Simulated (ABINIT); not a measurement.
## Quasiparticle gap of AlGaN2 (P-4m2) in ABINIT

Aim: the G0W0 gap of AlGaN2 (P-4m2) on LDA, step by step.

Calculated with ABINIT 10.8.3; LDA and many-body steps on it, plane waves.

## (1) Set-up

Symmetry: P-4m2, No. 115, tetragonal system. Conventional cell: a = 3.141 Å, b = 3.141 Å, c = 4.424 Å, α = 90.00°, β = 90.00°, γ = 90.00°. Nearest to Al lie 4 N at 1.89 Å. Nearest to Ga lie 4 N at 1.95 Å. Nearest to N lie 2 Al at 1.89 Å and 2 Ga at 1.95 Å. Farther neighbours and most contacts between anions are not listed.

The cell and positions are those that the Materials Project relaxed with its own functionals (PBE, PBE+U or r2SCAN), kept fixed.

## (2) Ground state

This step: ABINIT 10.8.3; DFT, LDA, plane waves, norm-conserving pseudopotentials.

The ground-state density comes first.

File run.abi:

```
acell 3*1.0 Angstrom
rprim 
  3.140877048700 0.000000000000 0.000000000000
  0.000000000000 3.140877048700 0.000000000000
  0.000000000000 0.000000000000 4.423837940000
ntypat 3
znucl 13 31 7
natom 4
typat 1 2 3 3
xred 
  0.500000000000 0.500000000000 0.500000000000
  0.000000000000 0.000000000000 0.000000000000
  0.500000000000 0.000000000000 0.738264810000
  0.000000000000 0.500000000000 0.261735190000
pp_dirpath "pseudos"
pseudos "Al.upf, Ga.upf, N.upf"
ecut 45
ngkpt 6 6 6
nshiftk 1
shiftk 0 0 0
kptopt 1
chksymbreak 0
nband 23
occopt 1
tolvrs 1e-10
nstep 60
prtwf 0
optforces 0
optstress 0
indata_prefix "in"
outdata_prefix "out"
tmpdata_prefix "tmp"
```

Started as:

```sh
> OMP_NUM_THREADS=1 mpirun -n 4 abinit run.abi > log
```

Numbers of over 12 decimals in the logs are rounded to 6 here.

Output:

```text
.Version 10.8.3 of ABINIT. v10.8.2 released Aug 2026.

 Symmetries : space group P-4 m 2 (#115); Bravais tP (primitive tetrag.)
================================================================================
 Values of the parameters that define the memory need of the present run
     intxc =       0    ionmov =       0      iscf =       7    lmnmax =       6
     lnmax =       6     mgfft =      54  mpssoang =       3    mqgrid =    3001
     natom =       4  nloc_mem =       1    nspden =       1   nspinor =       1
    nsppol =       1      nsym =       8    n1xccc =    2501    ntypat =       3
    occopt =       1   xclevel =       1
-    mband =          23        mffmem =           1         mkmem =          10
       mpw =        4284          nfft =       69984          nkpt =          40
================================================================================
  Rough estimation (10% accuracy) of disk space for files :
================================================================================

--------------------------------------------------------------------------------
------------- Echo of variables that govern the present computation ------------
--------------------------------------------------------------------------------
 -outvars: echo values of preprocessed input variables --------
            acell      1.8897261259E+00  1.8897261259E+00  1.8897261259E+00 Bohr

      chksymbreak           0
             ecut      4.50000000E+01 Hartree
-          fftalg         312

              ixc       -1012
              kpt      0.00000000E+00  0.00000000E+00  0.00000000E+00
                       1.66666667E-01  0.00000000E+00  0.00000000E+00
                       3.33333333E-01  0.00000000E+00  0.00000000E+00
                       5.00000000E-01  0.00000000E+00  0.00000000E+00
                       1.66666667E-01  1.66666667E-01  0.00000000E+00
                       3.33333333E-01  1.66666667E-01  0.00000000E+00
                       5.00000000E-01  1.66666667E-01  0.00000000E+00
                       3.33333333E-01  3.33333333E-01  0.00000000E+00
                       5.00000000E-01  3.33333333E-01  0.00000000E+00
   [... 29 further rows ...]
                       5.00000000E-01  3.33333333E-01  5.00000000E-01
                       5.00000000E-01  5.00000000E-01  5.00000000E-01
         kptrlatt        6    0    0      0    6    0      0    0    6
          kptrlen      3.56123845E+01
P           mkmem          10
            natom           4
            nband          23
            ngfft          36      36      54
             nkpt          40
            nstep          60
             nsym           8
           ntypat           3
              occ      2.000000  2.000000  2.000000  2.000000  2.000000  2.000000
                       2.000000  2.000000  2.000000  2.000000  2.000000  2.000000
                       2.000000  2.000000  2.000000  2.000000  2.000000  0.000000
                       0.000000  0.000000  0.000000  0.000000  0.000000
        optforces           0
        optstress           0
            prtwf           0
            rprim      3.1408770487E+00  0.0000000000E+00  0.0000000000E+00
[...]
spgroup         115

           tolvrs      1.00000000E-10

             xred      5.0000000000E-01  5.0000000000E-01  5.0000000000E-01
[...]
znucl       13.00000   31.00000    7.00000

================================================================================

 chkinp: Checking input parameters for consistency.

================================================================================
== DATASET  1 ==================================================================
-   mpi_nproc: 4, omp_nthreads: 1 (-1 if OMP is not activated)

--- !DatasetInfo
iteration_state: {dtset: 1, }
dimensions: {natom: 4, nkpt: 40, mband: 23, nsppol: 1, nspinor: 1, nspden: 1, mpw: 4284, }
cutoff_energies: {ecut:  45.0, pawecutdg:  -1.0, }
electrons: {nelect:   3.40000000E+01, charge:   0.00000000E+00, occopt:   1.00000000E+00, tsmear:   1.00000000E-02, }

 Real(R)+Recip(G) space primitive vectors, cartesian coordinates (Bohr,Bohr^-1):
 R(1)=  5.9353974  0.0000000  0.0000000  G(1)=  0.1684807  0.0000000  0.0000000
 R(2)=  0.0000000  5.9353974  0.0000000  G(2)=  0.0000000  0.1684807  0.0000000
 R(3)=  0.0000000  0.0000000  8.3598421  G(3)=  0.0000000  0.0000000  0.1196195
 Unit cell volume ucvol=  2.9450840E+02 bohr^3
 Angles (23,13,12)=  9.00000000E+01  9.00000000E+01  9.00000000E+01 degrees

 getcut: wavevector=  0.0000  0.0000  0.0000  ngfft=  36  36  54
         ecut(hartree)=     45.000   => boxcut(ratio)=   2.00854

--- Pseudopotential description ------------------------------------------------
- Al Generated using ONCVPSP code by D. R. Hamann
- 13.00000   3.00000  180309                  znucl, zion, pspdat
12 -1012 2 -1 1854                            pspcod,pspxc,lmax,lloc,mmax
     nproj     2     2     2
  pspatm : epsatm=    0.57439143
         --- l  ekb(1:nproj) -->
[...]
pspatm: atomic psp has been read  and splines computed

- Ga Generated using ONCVPSP code by D. R. Hamann
- 31.00000  21.00000  180309                  znucl, zion, pspdat
12 -1012 2 -1 1858                            pspcod,pspxc,lmax,lloc,mmax
     nproj     2     2     2
  pspatm : epsatm=   21.89818218
         --- l  ekb(1:nproj) -->
[...]
pspatm: atomic psp has been read  and splines computed

- N Generated using ONCVPSP code by D. R. Hamann
-  7.00000   5.00000  180309                  znucl, zion, pspdat
12 -1012 1 -1 1058                            pspcod,pspxc,lmax,lloc,mmax
     nproj     2     2     0
  pspatm : epsatm=    5.30777321
         --- l  ekb(1:nproj) -->
[...]
pspatm: atomic psp has been read  and splines computed

   1.12499608E+03                                ecore*ucvol(ha*bohr**3)
--------------------------------------------------------------------------------

_setup2: Arith. and geom. avg. npw (full set) are    4245.866    4245.847

================================================================================

--- !BeginCycle
iteration_state: {dtset: 1, }
solver: {iscf: 7, nstep: 60, nline: 4, wfoptalg: 0, }
tolerances: {tolvrs: 1.00E-10, }

     iter   Etot(hartree)      deltaE(h)  residm     vres2
 ETOT  1  -268.46381680673    -2.685E+02 5.525E-01 4.344E+03
 ETOT  2  -269.85712284847    -1.393E+00 2.907E-01 6.434E+03
 ETOT  3  -271.13201659878    -1.275E+00 4.136E-02 3.906E+02
 ETOT  4  -271.15405070222    -2.203E-02 4.326E-02 2.631E+02
 ETOT  5  -271.18163073044    -2.758E-02 6.449E-03 5.839E+01
 ETOT  6  -271.19066500267    -9.034E-03 1.682E-02 2.179E+00
 ETOT  7  -271.19068585990    -2.086E-05 2.039E-03 1.983E+00
 ETOT  8  -271.19102367464    -3.378E-04 3.602E-03 9.336E-03
 ETOT  9  -271.19102487956    -1.205E-06 4.438E-03 6.666E-04
 ETOT 10  -271.19102502098    -1.414E-07 3.352E-03 2.028E-06
 ETOT 11  -271.19102502141    -4.342E-10 3.803E-03 5.166E-07
 ETOT 12  -271.19102502149    -7.913E-11 4.086E-03 3.238E-10
 ETOT 13  -271.19102502149    -3.070E-12 4.140E-03 2.510E-12

 At SCF step   13       vres2   =  2.51E-12 < tolvrs=  1.00E-10 =>converged.

--- !ResultsGS
iteration_state: {dtset: 1, }
comment   : Summary of ground state results
lattice_vectors:
- [  5.9353974,   0.0000000,   0.0000000, ]
- [  0.0000000,   5.9353974,   0.0000000, ]
- [  0.0000000,   0.0000000,   8.3598421, ]
lattice_lengths: [   5.93540,    5.93540,    8.35984, ]
lattice_angles: [ 90.000,  90.000,  90.000, ] # degrees, (23, 13, 12)
lattice_volume:   2.9450840E+02
convergence: {deltae: -3.070E-12, res2:  2.510E-12, residm:  4.140E-03, diffor:  0.000E+00, }
etotal    :  -2.71191025E+02
entropy   :   0.00000000E+00
fermie    :   2.22581525E-01
cartesian_stress_tensor: null
pressure_GPa: null
xred      :
- [  5.0000E-01,   5.0000E-01,   5.0000E-01, Al]
- [  0.0000E+00,   0.0000E+00,   0.0000E+00, Ga]
- [  5.0000E-01,   0.0000E+00,   7.3826E-01,  N]
- [  0.0000E+00,   5.0000E-01,   2.6174E-01,  N]
cartesian_forces: null
force_length_stats: {min: null, max: null, mean: null, }

 Integrated electronic density in atomic spheres:
 ------------------------------------------------
 Atom  Sphere_radius  Integrated_density
[...]
4        2.00000          5.28690108
================================================================================

 ----iterations are completed or convergence reached----

 Mean square residual over all n,k,spin=   68.267E-07; max=  41.403E-04
 reduced coordinates (array xred) for    4 atoms
       0.500000000000      0.500000000000      0.500000000000
       0.000000000000      0.000000000000      0.000000000000
       0.500000000000      0.000000000000      0.738264810000
       0.000000000000      0.500000000000      0.261735190000
 rms dE/dt=  0.0000E+00; max dE/dt=  0.0000E+00; dE/dt below (all hartree)
    1       0.000000000000      0.000000000000      0.000000000000
    2       0.000000000000      0.000000000000      0.000000000000
    3       0.000000000000      0.000000000000      0.000000000000
    4       0.000000000000      0.000000000000      0.000000000000

 cartesian coordinates (angstrom) at end:
    1      1.570439     1.570439     2.211919
    2      0.000000     0.000000     0.000000
    3      1.570439     0.000000     3.265964
    4      0.000000     1.570439     1.157874
 length scales=  1.889726125908  1.889726125908  1.889726125908 bohr
              =  1.000000000000  1.000000000000  1.000000000000 angstroms
 prteigrs : about to open file out_EIG
 Fermi (or HOMO) energy (hartree) =   0.22258   Average Vxc (hartree)=  -0.42787
 Eigenvalues (hartree) for nkpt=  40  k points:
 kpt#   1, nband= 23, wtk=  0.00463, kpt=  0.0000  0.0000  0.0000 (reduced coord)
  -4.96368   -3.16894   -3.16894   -3.16846   -0.34131   -0.29483   -0.26179   -0.26179
  -0.26023   -0.25465   -0.20369    0.01706    0.13656    0.13656    0.21393    0.22258
   0.22258    0.32813    0.35234    0.49720    0.63058    0.63058    0.63474
 prteigrs : prtvol=0 or 1, do not print more k-points.

--- !EnergyTerms
iteration_state     : {dtset: 1, }
comment             : Components of total free energy in Hartree
kinetic             :  1.35592449165711E+02
hartree             :  1.21043899684285E+02
xc                  : -3.25747672869514E+01
Ewald energy        : -1.26923681553129E+02
psp_core            :  3.81991172117360E+00
local_psp           : -3.10955074427216E+02
non_local_psp       : -6.11937623253672E+01
total_energy        : -2.71191025021493E+02
total_energy_eV     : -7.37948372830336E+03
band_energy         : -3.11703394281187E+01

== END DATASET(S) ==============================================================
================================================================================

 -outvars: echo values of variables after computation  --------
           etotal     -2.7119102502E+02
            nband          23
             nkpt          40
          spgroup         115
 [... the other variables as echoed above ...]

 Calculation completed.
```

It took 44 s on 4 MPI ranks of Arm Neoverse V1, shared host; peak memory 0.34 GiB.

This step gave:

```
total energy               : -7379.4837 eV
gap                        : 2.872 eV
k of the valence top       : 0, 0, 0
k of the conduction bottom : 0, 0, 0
least direct gap           : 2.872 eV
```

The gap is direct, at Γ.

(Continued in part 2 of 3.)

[Paths, hosts, dates, memory and timing lines, banners, echoed tables and standing remarks are left out of the program output.]

[Logs are printed without paths, hosts, clocks, repeated set-up lines and the standing remarks that a program may print on its own settings, such as how far it seeks lower states.]

[Runs of the session that timed out or met a known fault of the program may be left out.]

[Hosts, paths, dates, database ids (printed as entryN), source tags and the programs' standing remarks are cut or masked in the printed files.]

[G0W0 gaps are taken among the corrected bands and points alone; a level outside them can change the order at an edge.]

[Where Ansatz stands beside ABINIT at settings called matched, ABINIT's density can come from a denser mesh and the files from another edition; pairs whose starting gaps differed by over 0.03 eV were left out, so agreement reads better than it is.]
